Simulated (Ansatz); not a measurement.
**Ni wire along [111], 19 atoms a period: bands along the axis**

Wanted: the relaxed geometry and the bands of the Ni wire along [111], 19 atoms a period.

Calculated with Ansatz 0.2.0; DFT PBE, plane waves, PAW; relaxation of a wire's period; PAW set soft_1, in the first sound run; inputs show where later runs differ.

**1. The starting structure**

The cell holds 19 atoms: 19 Ni. Its edges and angles: a = 11.778 Å, b = 12.548 Å, c = 6.097 Å, α = 90.0°, β = 90.0°, γ = 90.0°. Vacuum lies along a and b. The structure's axis is c.

**2. Relaxation of atoms and period**

Band widths follow the bond lengths, so the wire is relaxed first. The atoms and the third cell vector are free; the box across stays fixed as vacuum. Moments are seeded so that a magnetic state can form if it lies lower. A Fermi-Dirac smearing is set since the result may be a metal. The pressure printed is a third of the stress's trace over the whole box, vacuum included; only the stress along the axis is relaxed.

Contents of input.yaml:

```yaml
crystal:
  lattice:
    - [11.778, 0.0, 0.0]
    - [0.0, 12.548, 0.0]
    - [0.0, 0.0, 6.0968188426]
  atoms:
    - { symbol: Ni, position: [0.288673799, 0.500005416, 0.0], spin: 0.8 }
    - { symbol: Ni, position: [0.394337573, 0.671789842, 0.0], spin: 0.8 }
    - { symbol: Ni, position: [0.500001347, 0.500005416, 0.0], spin: 0.8 }
    - { symbol: Ni, position: [0.605665122, 0.671789842, 0.0], spin: 0.8 }
    - { symbol: Ni, position: [0.288673799, 0.614528367, 0.333333333], spin: 0.8 }
    - { symbol: Ni, position: [0.394337573, 0.442743941, 0.333333333], spin: 0.8 }
    - { symbol: Ni, position: [0.500001347, 0.614528367, 0.333333333], spin: 0.8 }
    - { symbol: Ni, position: [0.500001347, 0.270959515, 0.333333333], spin: 0.8 }
    - { symbol: Ni, position: [0.605665122, 0.442743941, 0.333333333], spin: 0.8 }
    - { symbol: Ni, position: [0.711328896, 0.614528367, 0.333333333], spin: 0.8 }
    - { symbol: Ni, position: [0.288673799, 0.385482466, 0.666666667], spin: 0.8 }
    - { symbol: Ni, position: [0.394337573, 0.557266892, 0.666666667], spin: 0.8 }
    - { symbol: Ni, position: [0.500001347, 0.385482466, 0.666666667], spin: 0.8 }
    - { symbol: Ni, position: [0.500001347, 0.729051317, 0.666666667], spin: 0.8 }
    - { symbol: Ni, position: [0.605665122, 0.557266892, 0.666666667], spin: 0.8 }
    - { symbol: Ni, position: [0.711328896, 0.385482466, 0.666666667], spin: 0.8 }
    - { symbol: Ni, position: [0.394337573, 0.328220991, 0.0], spin: 0.8 }
    - { symbol: Ni, position: [0.605665122, 0.328220991, 0.0], spin: 0.8 }
    - { symbol: Ni, position: [0.711328896, 0.500005416, 0.0], spin: 0.8 }
magnetization:
  spin_polarized: true
kpoints:
  mp_grid: { grid: [1, 1, 14] }
scf:
  occupations: { method: fermi_dirac, width: 0.05 }
hamiltonian:
  xc: pbe
  pseudopotentials: { kind: paw, azcp: { folder: soft_1 } }
relax:
  cell: { fix: [a, b, alpha, beta, gamma] }
  max_steps: 45
  f_tol: 0.03
```

The run is started by

```bash
> ansatz run input.yaml --threads 4 --pin off --max-ram 16384MiB --backend cpu --events-out ev --progress --plain --runs-dir out
```

Numbers of over 12 decimals in the logs are rounded to 6 here.

Output:

```text
Engine: ansatz 0.2.0, x86_64-unknown-linux-gnu
Pseudopotentials: kind: paw
Pseudopotential: Ni, paw, valence charge 18, recommended cutoff 420 eV (normal), soft_1/Ni.paw.azcp
Functional definition: PBE
  parameter kappa = 0.804
  parameter beta = 0.066725
  exchange = pbe_x(kappa = kappa, mu = beta*pi^2/3)
  correlation = pbe_c(beta = beta)
Crystal: 19 atoms, lattice volume = 901.051 Å³
Basis set: ecut = 420 eV, 17627 PW (Γ), exchange–correlation on 160×180×90 points (8 copies of the dense FFT grid, shifted against one another)
Bands: 215, of which v1, the nominal top of the filled ones, is band 171 counted from 1 (170 counted from 0)
Symmetry: 4 space group operations
Space group: P2/m (ITA 10), of the structure as read, at distance tolerance 9.7e-5 Å
Magnetic group: BNS 10.42 (UNI 49), of the structure as read, at distance tolerance 9.7e-5 Å
k-points: 8 of 14
Non-local potential: Ni, projectors of the file, l = 0: 3, l = 1: 2, l = 2: 3, l = 3: 1
PAW form: soft (Blöchl's): semilocal exchange-correlation on the pseudo side does not see the compensation charge
PAW one-centre angular grid: Ni, 590 points (default); XC on 64 Gauss nodes
Initial density: superposition of atomic densities (neutral atoms: chi_scale 0, normalization atom)
Starting moments: Σ|m| = 15.2 μB on 19 of 19 sites
Initial wavefunctions: pseudopotential atomic-orbital guess
Functional: x = pbe(κ = 0.804, μ = 0.219515), c = pbe(β = 0.066725)
SCF iter   1: F=—  HF=-110916.968934 eV  |F-HF|=—  |Δ(HF+E_count)|=         —  Δρ=2.25e-2 (↑2.25e-2 ↓1.61e-2)  dr2=3.66e1  dr2_m=1.15e0  M=15.773 μB ∫|m|=16.476 μB  β_m=0.30  ethr=3.10e-3  ⟨swp⟩=8.3  Hψ=16390  notcnv=0  defer=160
Mixer restart at iter 1: flushing history
preconditioner: auto → LDOS  [metal: Δε(μ)=0.001 eV  Ē_g=5.879 eV  σ=0.050 eV  W_gap=0.00  n_scr=192 (ndim 8)  ℏωp=17.1 eV  f_vac=0.624  D(μ)=53.48/eV (n_scr^D=522)]
spin=Collinear: LDOS preconditioning applied to the charge; magnetization (m = ρ↑ − ρ↓) channel mixes plain (no charge-response kernel on spin).
SCF iter   2: F=—  HF=-110920.667904 eV  |F-HF|=—  |Δ(HF+E_count)|=    3.70e0  Δρ=1.84e-2 (↑1.84e-2 ↓1.00e-2)  dr2=8.83e0  dr2_m=8.15e-1  M=16.248 μB ∫|m|=17.049 μB  β_m=0.41  ethr=3.10e-3  ⟨swp⟩=2.1  Hψ=5715  notcnv=0  defer=395
SCF iter   3: F=—  HF=-110930.774907 eV  |F-HF|=—  |Δ(HF+E_count)|=    1.01e1  Δρ=9.62e-3 (↑4.99e-3 ↓9.62e-3)  dr2=5.15e-1  dr2_m=3.31e-1  M=16.710 μB ∫|m|=17.838 μB  β_m=0.44  ethr=2.58e-3  ⟨swp⟩=2.8  Hψ=5480  notcnv=0  defer=398
SCF iter   4: F=—  HF=-110933.114523 eV  |F-HF|=—  |Δ(HF+E_count)|=    2.34e0  Δρ=5.28e-3 (↑5.28e-3 ↓3.00e-3)  dr2=3.55e-1  dr2_m=5.81e-2  M=16.418 μB ∫|m|=17.725 μB  β_m=0.63  ethr=1.51e-4  ⟨swp⟩=2.9  Hψ=5686  notcnv=0  defer=402
SCF iter   5: F=—  HF=-110934.687951 eV  |F-HF|=—  |Δ(HF+E_count)|=    1.57e0  Δρ=2.33e-3 (↑2.33e-3 ↓2.15e-3)  dr2=8.88e-2  dr2_m=9.16e-3  M=16.100 μB ∫|m|=17.677 μB  β_m=0.58  ethr=1.04e-4  ⟨swp⟩=3.5  Hψ=7697  notcnv=0  defer=402
SCF iter   6: F=—  HF=-110934.706963 eV  |F-HF|=—  |Δ(HF+E_count)|=         —  Δρ=3.07e-3 (↑1.16e-3 ↓3.07e-3)  dr2=4.32e-2  dr2_m=3.28e-2  M=15.748 μB ∫|m|=17.338 μB  β_m=0.58  ethr=2.60e-5  ⟨swp⟩=2.0  Hψ=5414  notcnv=0  defer=403
SCF iter   7: F=—  HF=-110934.716558 eV  |F-HF|=—  |Δ(HF+E_count)|=   9.59e-3  Δρ=1.69e-3 (↑6.41e-4 ↓1.69e-3)  dr2=1.70e-2  dr2_m=8.12e-3  M=15.737 μB ∫|m|=17.321 μB  β_m=0.79  ethr=1.26e-5  ⟨swp⟩=1.4  Hψ=3466  notcnv=0  defer=403
SCF iter   8: F=—  HF=-110934.745120 eV  |F-HF|=—  |Δ(HF+E_count)|=   2.86e-2  Δρ=3.41e-4 (↑2.41e-4 ↓3.41e-4)  dr2=5.90e-4  dr2_m=5.42e-4  M=15.612 μB ∫|m|=17.223 μB  β_m=0.83  ethr=4.96e-6  ⟨swp⟩=2.0  Hψ=5258  notcnv=0  defer=403
SCF iter   9: F=—  HF=-110934.745206 eV  |F-HF|=—  |Δ(HF+E_count)|=   8.64e-5  Δρ=2.13e-4 (↑9.89e-5 ↓2.13e-4)  dr2=5.12e-4  dr2_m=4.40e-5  M=15.605 μB ∫|m|=17.212 μB  β_m=0.68  ethr=1.73e-7  ⟨swp⟩=2.5  Hψ=6257  notcnv=0  defer=403
SCF iter  10: F=—  HF=-110934.745149 eV  |F-HF|=—  |Δ(HF+E_count)|=   5.72e-5  Δρ=5.47e-5 (↑3.28e-5 ↓5.47e-5)  dr2=3.20e-5  dr2_m=6.08e-6  M=15.605 μB ∫|m|=17.210 μB  β_m=0.74  ethr=1.50e-7  ⟨swp⟩=2.0  Hψ=4928  notcnv=0  defer=403
SCF iter  11: F=—  HF=-110934.745162 eV  |F-HF|=—  |Δ(HF+E_count)|=   1.28e-5  Δρ=2.77e-5 (↑1.47e-5 ↓2.77e-5)  dr2=6.70e-6  dr2_m=1.38e-6  M=15.606 μB ∫|m|=17.211 μB  β_m=0.67  ethr=9.36e-9  ⟨swp⟩=2.0  Hψ=5093  notcnv=0  defer=403
SCF iter  12: F=—  HF=-110934.745161 eV  |F-HF|=—  |Δ(HF+E_count)|=   4.73e-7  Δρ=1.00e-5 (↑1.00e-5 ↓9.76e-6)  dr2=9.11e-7  dr2_m=4.84e-7  M=15.606 μB ∫|m|=17.210 μB  β_m=0.77  ethr=1.96e-9  ⟨swp⟩=2.0  Hψ=5031  notcnv=0  defer=403
SCF iter  13: F=—  HF=-110934.745162 eV  |F-HF|=—  |Δ(HF+E_count)|=   3.33e-7  Δρ=8.32e-6 (↑3.16e-6 ↓8.32e-6)  dr2=5.59e-7  dr2_m=1.28e-7  M=15.606 μB ∫|m|=17.210 μB  β_m=0.80  ethr=2.66e-10  ⟨swp⟩=3.0  Hψ=5877  notcnv=0  defer=403
SCF iter  14: F=—  HF=-110934.745162 eV  |F-HF|=—  |Δ(HF+E_count)|=   1.38e-8  Δρ=3.85e-6 (↑1.75e-6 ↓3.85e-6)  dr2=1.79e-7  dr2_m=1.57e-8  M=15.606 μB ∫|m|=17.210 μB  β_m=0.77  ethr=1.64e-10  ⟨swp⟩=2.0  Hψ=4994  notcnv=0  defer=403
SCF iter  15: F=—  HF=-110934.745162 eV  |F-HF|=—  |Δ(HF+E_count)|=   2.26e-8  Δρ=2.15e-6 (↑1.22e-6 ↓2.15e-6)  dr2=5.42e-8  dr2_m=5.01e-9  M=15.606 μB ∫|m|=17.210 μB  β_m=0.66  ethr=5.22e-11  ⟨swp⟩=2.0  Hψ=5280  notcnv=0  defer=403
SCF iter  16: F=—  HF=-110934.745162 eV  |F-HF|=—  |Δ(HF+E_count)|=   3.11e-9  Δρ=3.20e-6 (↑3.21e-7 ↓3.20e-6)  dr2=1.00e-7  dr2_m=1.85e-8  M=15.606 μB ∫|m|=17.210 μB  β_m=0.83  ethr=1.58e-11  ⟨swp⟩=2.1  Hψ=6307  notcnv=0  defer=403
SCF iter  17: F=-110934.745162 eV  HF=-110934.745162 eV  |F-HF|=3.29e-9  |Δ(HF+E_count)|=   1.92e-9  Δρ=5.89e-7 (↑1.40e-7 ↓5.89e-7)  dr2=3.82e-9  dr2_m=6.51e-10  M=15.606 μB ∫|m|=17.210 μB  ethr=1.58e-11  ⟨swp⟩=2.0  Hψ=9519  notcnv=0
SCF 1 converged in 17 iterations: F = -110934.745162 eV  dr2 = 3.82e-9
  greatest PAW one-centre occupation: 1.001 electrons in one spin orbital (limit 2), on the Ni atom at site 15 (counted from 0), in its partial waves of l = 1
relax step   1: F+E_penalty+E_count = -110934.74516175 eV  Δ(F+E_penalty+E_count) = +0.000e0 eV  max|allowed force component| = 1.201e0 eV/Å  Δτ_max = 0.0000 Å  P = -2.887 GPa  Ω = 901.051 Å³  fix = [a, b, alpha, beta, gamma]  reactions: a -2.419, b -2.435 GPa; alpha +0.001 GPa/rad  (17 SCF iters, dr2 threshold 1.00e-7 eV, accepted)
Crystal: 19 atoms, lattice volume = 885.978 Å³
Basis set: ecut = 420 eV, 17283 PW (Γ), exchange–correlation on 160×180×90 points (8 copies of the dense FFT grid, shifted against one another)
Initial density: handed on by an earlier stage of this run
[...]
SCF iter   4: F=—  HF=-110935.882812 eV  |F-HF|=—  |Δ(HF+E_count)|=   6.93e-6  Δρ=2.44e-5 (↑1.22e-5 ↓2.44e-5)  dr2=9.21e-6  dr2_m=1.27e-6  M=15.126 μB ∫|m|=16.575 μB  β_m=0.61  ethr=2.60e-9  ⟨swp⟩=2.1  Hψ=6268  notcnv=0
SCF iter   5: F=—  HF=-110935.882813 eV  |F-HF|=—  |Δ(HF+E_count)|=   4.79e-7  Δρ=1.42e-5 (↑1.42e-5 ↓8.11e-6)  dr2=2.39e-6  dr2_m=9.96e-8  M=15.125 μB ∫|m|=16.573 μB  β_m=0.55  ethr=2.60e-9  ⟨swp⟩=2.1  Hψ=6264  notcnv=0
SCF iter   6: F=—  HF=-110935.882812 eV  |F-HF|=—  |Δ(HF+E_count)|=   5.89e-7  Δρ=4.04e-6 (↑1.61e-6 ↓4.04e-6)  dr2=1.55e-7  dr2_m=2.58e-8  M=15.123 μB ∫|m|=16.572 μB  β_m=0.54  ethr=6.98e-10  ⟨swp⟩=2.2  Hψ=5053  notcnv=0
SCF iter   7: F=—  HF=-110935.882812 eV  |F-HF|=—  |Δ(HF+E_count)|=   2.34e-8  Δρ=1.00e-6 (↑1.00e-6 ↓7.12e-7)  dr2=1.05e-8  dr2_m=3.30e-9  M=15.123 μB ∫|m|=16.572 μB  β_m=0.63  ethr=4.52e-11  ⟨swp⟩=2.4  Hψ=5266  notcnv=0
SCF iter   8: F=—  HF=-110935.882811 eV  |F-HF|=—  |Δ(HF+E_count)|=   1.27e-6  Δρ=2.26e-7 (↑2.26e-7 ↓2.00e-7)  dr2=5.38e-10  dr2_m=2.19e-10  M=15.123 μB ∫|m|=16.572 μB  β_m=0.72  ethr=3.07e-12  ⟨swp⟩=4.0  Hψ=7227  notcnv=0
SCF iter   9: F=—  HF=-110935.882811 eV  |F-HF|=—  |Δ(HF+E_count)|=   8.12e-9  Δρ=1.68e-7 (↑1.68e-7 ↓1.45e-7)  dr2=2.09e-10  dr2_m=1.28e-10  M=15.123 μB ∫|m|=16.572 μB  β_m=0.84  ethr=1.00e-12  ⟨swp⟩=3.0  Hψ=5251  notcnv=0
SCF iter  10: F=—  HF=-110935.882811 eV  |F-HF|=—  |Δ(HF+E_count)|=  6.98e-10  Δρ=1.11e-7 (↑1.11e-7 ↓1.06e-7)  dr2=8.32e-11  dr2_m=5.68e-11  M=15.123 μB ∫|m|=16.572 μB  β_m=0.92  ethr=1.00e-12  ⟨swp⟩=2.0  Hψ=4291  notcnv=0
SCF iter  11: F=—  HF=-110935.882811 eV  |F-HF|=—  |Δ(HF+E_count)|=  8.73e-11  Δρ=1.67e-7 (↑6.08e-8 ↓1.67e-7)  dr2=4.12e-10  dr2_m=2.72e-11  M=15.123 μB ∫|m|=16.572 μB  β_m=0.86  ethr=1.00e-12  ⟨swp⟩=2.0  Hψ=3840  notcnv=0
SCF iter  12: F=-110935.882811 eV  HF=-110935.882811 eV  |F-HF|=2.91e-11  |Δ(HF+E_count)|=  1.46e-10  Δρ=1.21e-7 (↑3.41e-8 ↓1.21e-7)  dr2=1.77e-10  dr2_m=1.65e-11  M=15.123 μB ∫|m|=16.572 μB  ethr=1.00e-12  ⟨swp⟩=3.0  Hψ=11132  notcnv=0
SCF 6 converged in 12 iterations: F = -110935.882811 eV  dr2 = 1.77e-10
relax step   6: F+E_penalty+E_count = -110935.88281109 eV  Δ(F+E_penalty+E_count) = +6.488e-3 eV  max|allowed force component| = 9.788e-3 eV/Å  Δτ_max = 0.0000 Å  P = -0.003 GPa  Ω = 870.157 Å³  fix = [a, b, alpha, beta, gamma]  reactions: a -0.015, b -0.015 GPa; alpha +0.001 GPa/rad  stress off target by 2.13e-2 GPa on what of the cell is left free  SCF on the basis re-selected at this cell (its energy is not comparable with the rows above)  (12 SCF iters)
basis re-selected at this cell: Δ(F+E_penalty+E_count) = +6.488e-3 eV, ΔP = +0.009 GPa vs the last step (what re-selecting the basis moved, of the pressure what is left beyond the Pulay correction that the steps carried, after the strain that the cell walked since its last selection, with what the two solves' SCF thresholds leave and, on support functions, any second-order correction that the steps lacked; it is no measure of the basis error at this ecutwfc). The dense FFT grid was sized anew with the basis: this SCF ran on 80×90×40 points, the steps before it on 80×90×45, so part of this shift can come from that change (see relax.cell in the input reference). [rest of the remark cut]
SCF converged after 12 iterations
Magnetization: 15.1232 μB (178.5616 up, 163.4384 down)
Absolute magnetization: 16.5890 μB (∫|ρ↑−ρ↓|, with the PAW one-centre terms)
Spin contamination: 0.1834 ħ² per cell (⟨S²⟩ above its minimum at these occupations)
Per-site moments (μB) at R_I (Å): [(0.817725, 0.976612), (0.817970, 0.976789), (0.897720, 1.000169), (0.817970, 0.976789), (0.819536, 0.968751), (0.730370, 0.968751), (0.730127, 0.968795), (0.818759, 0.968795), (0.730370, 0.968751), (0.819536, 0.968751), (0.819536, 0.968751), (0.730370, 0.968751), (0.730127, 0.968795), (0.818759, 0.968795), (0.730370, 0.968751), (0.819536, 0.968751), (0.817970, 0.976789), (0.817970, 0.976789), (0.817725, 0.976612)]
Free energy (F): -110935.882811 eV
Harris-Foulkes:  -110935.882811 eV  (|F-HF|=2.91e-11)
Internal energy: -110935.581701 eV  (E = F + TS)
E sigma→0 (E₀):  -110935.732256 eV
Entropy (-TS):   -0.301110 eV (-15.848 meV/atom)
Fermi energy:    1.015204 eV
--- Per-component energies (eV) ---
  E_band       = -11176.965630
  E_kinetic    = 6434.122057
  E_local      = -276915.458722  (includes V_loc(G=0)·N_el)
  E_nonlocal   = -2184.133661
  E_hartree    = 137846.945667
  E_xc         = -2115.242151
  E_vxc        = -2726.187898  (∫ρ·V_xc dr)
  E_paw        = -31531.639003  (= ΣΔE_a)
  E_vpaw       = -11479.215577  (= ΣTr[D̂ρ^β])
  E_aug_tail   = 0.018025  (compensation charges beyond the density's cutoff)
  E_ewald      = 57529.806087
  E_smearing   = -0.301110  (= −TS)
  E_closure    = -0.000000  (closes the sum)
  Σ components = -110935.882811   (vs F -110935.882811, Δ=0.00e0)
--- Forces (eV/Å), atoms counted from 1 ---
  atom   1  Ni     0.00141698     0.00000000     0.00000000
  atom   2  Ni     0.00055766    -0.00113117     0.00009800
  atom   3  Ni     0.00000000     0.00000000     0.00000000
  atom   4  Ni    -0.00055766    -0.00113117     0.00009800
  atom   5  Ni     0.00623686    -0.00336082    -0.00166208
  atom   6  Ni    -0.00859712    -0.00473142     0.00297399
  atom   7  Ni    -0.00000000     0.00978751     0.00315597
  atom   8  Ni     0.00000000     0.00658399    -0.00173380
  atom   9  Ni     0.00859712    -0.00473142     0.00297399
  atom  10  Ni    -0.00623686    -0.00336082    -0.00166208
  atom  11  Ni     0.00623686     0.00336082     0.00166208
  atom  12  Ni    -0.00859712     0.00473142    -0.00297399
  atom  13  Ni    -0.00000000    -0.00978751    -0.00315597
  atom  14  Ni    -0.00000000    -0.00658399     0.00173380
  atom  15  Ni     0.00859712     0.00473142    -0.00297399
  atom  16  Ni    -0.00623686     0.00336082     0.00166208
  atom  17  Ni     0.00055766     0.00113117    -0.00009800
  atom  18  Ni    -0.00055766     0.00113117    -0.00009800
  atom  19  Ni    -0.00141698     0.00000000    -0.00000000
  max |Σ_I F_I| component: 8.67e-19 eV/Å
--- Stress (GPa, compression-positive) ---
       -0.014603       0.000000       0.000000
        0.000000      -0.015190      -0.001114
        0.000000      -0.001114       0.021254
  P = ⅓ Tr σ = -0.0028 GPa (-0.028 kbar)
--- Relaxed structure (5 steps of the walk, 4 accepted, 1 SCFs on fresh bases) ---
  F+E_penalty+E_count = -110935.88281109 eV   max|allowed force component| = 9.788e-3 eV/Å   (the final SCF, on the basis selected at the relaxed cell)
  cell:  # Å, volume = 870.1566 Å³
    - [11.778, 0.0, 0.0]
    - [0.0, 12.548, 0]
    - [0.0, 0, 5.887777]
  atoms:
    - { symbol: Ni, position: [0.294010, 0.500000, 0] }
    - { symbol: Ni, position: [0.397040, 0.667327, 0.000131497] }
    - { symbol: Ni, position: [0.5, 0.500000, 0] }
    - { symbol: Ni, position: [0.602960, 0.667327, 0.000131497] }
    - { symbol: Ni, position: [0.298111, 0.609290, 0.327682] }
    - { symbol: Ni, position: [0.391090, 0.441001, 0.336135] }
    - { symbol: Ni, position: [0.5, 0.617989, 0.336324] }
    - { symbol: Ni, position: [0.5, 0.281273, 0.327488] }
    - { symbol: Ni, position: [0.608910, 0.441001, 0.336135] }
    - { symbol: Ni, position: [0.701889, 0.609290, 0.327682] }
    - { symbol: Ni, position: [0.298111, 0.390710, 0.672318] }
    - { symbol: Ni, position: [0.391090, 0.558999, 0.663865] }
    - { symbol: Ni, position: [0.5, 0.382011, 0.663676] }
    - { symbol: Ni, position: [0.5, 0.718727, 0.672512] }
    - { symbol: Ni, position: [0.608910, 0.558999, 0.663865] }
    - { symbol: Ni, position: [0.701889, 0.390710, 0.672318] }
    - { symbol: Ni, position: [0.397040, 0.332673, -0.000131497] }
    - { symbol: Ni, position: [0.602960, 0.332673, -0.000131497] }
    - { symbol: Ni, position: [0.705990, 0.500000, 0] }
```

The job ended after 5.6 min (4 threads of AMD EPYC 9R14 (Zen 4), shared host; peak memory 4.6 GiB; 22 min of CPU time).

Step by step:

| step | energy less that of the first step (eV) | largest force component (eV/Å) | pressure (GPa) | volume (Å³) |
| --- | --- | --- | --- | --- |
| 1 | 0.0000 | 1.2012 | -2.89 | 901.05 |
| 2 | -0.8297 | 0.6437 | -1.49 | 885.98 |
| 3 | -1.1200 | 0.2245 | 0.53 | 865.84 |
| 4 | -1.0598 | 0.3136 | -0.65 | 878.69 |
| 5 | -1.1441 | 0.0097 | -0.01 | 870.16 |
| 6* | -1.1376 | 0.0098 | 0.00 | 870.16 |

Relaxation steps marked * repeat the geometry before them on a plane-wave basis chosen anew for their cell, so energy and pressure can jump there. Relaxation step 4 was tried and not accepted.

Forces are held to the 4 operations that the run works with; a distortion that breaks them can't arise in this run.

| cell as run | before | after | change |
| --- | --- | --- | --- |
| c (Å) | 6.097 | 5.888 | -3.4 % |

The atoms that moved most (Å, along periodic axes as changes of fractional coordinates times the final cell, across vacuum about the mean position):

| atom | dx | dy | dz | length |
| --- | --- | --- | --- | --- |
| Ni8 | 0.000 | 0.129 | -0.034 | 0.134 |
| Ni14 | 0.000 | -0.129 | 0.034 | 0.134 |
| Ni10 | -0.111 | -0.066 | -0.033 | 0.133 |
| Ni16 | -0.111 | 0.066 | 0.033 | 0.133 |
| Ni5 | 0.111 | -0.066 | -0.033 | 0.133 |
| Ni11 | 0.111 | 0.066 | 0.033 | 0.133 |
| Ni4 | -0.032 | -0.056 | 0.001 | 0.064 |
| Ni2 | 0.032 | -0.056 | 0.001 | 0.064 |

This step gave:

```yaml
energy_at_zero_smearing: -110935.7323 eV
total_moment: 15.12 μB
absolute_moment: 16.59 μB
cell_length_along_the_wire: 5.888 Å
```

Site moment by atom:

| atom | site moment (μB) |
| --- | --- |
| Ni1 | 0.818 |
| Ni2 | 0.818 |
| Ni3 | 0.898 |
| Ni4 | 0.818 |
| Ni5 | 0.820 |
| Ni6 | 0.730 |
| Ni7 | 0.730 |
| Ni8 | 0.819 |
| Ni9 | 0.730 |
| Ni10 | 0.820 |
| Ni11 | 0.820 |
| Ni12 | 0.730 |
| Ni13 | 0.730 |
| Ni14 | 0.819 |
| Ni15 | 0.730 |
| Ni16 | 0.820 |
| Ni17 | 0.818 |
| Ni18 | 0.818 |
| Ni19 | 0.818 |

The cell's length comes to 5.888 Å with an absolute moment of 16.59 μB a cell.

(Part 1 of 2 ends here.)

[Logs are printed without paths, hosts, clocks, repeated set-up lines and the standing remarks that a program may print on its own settings, such as how far it seeks lower states.]

[Hosts, paths, dates, database ids (printed as entryN), source tags and the programs' standing remarks are cut or masked in the printed files.]
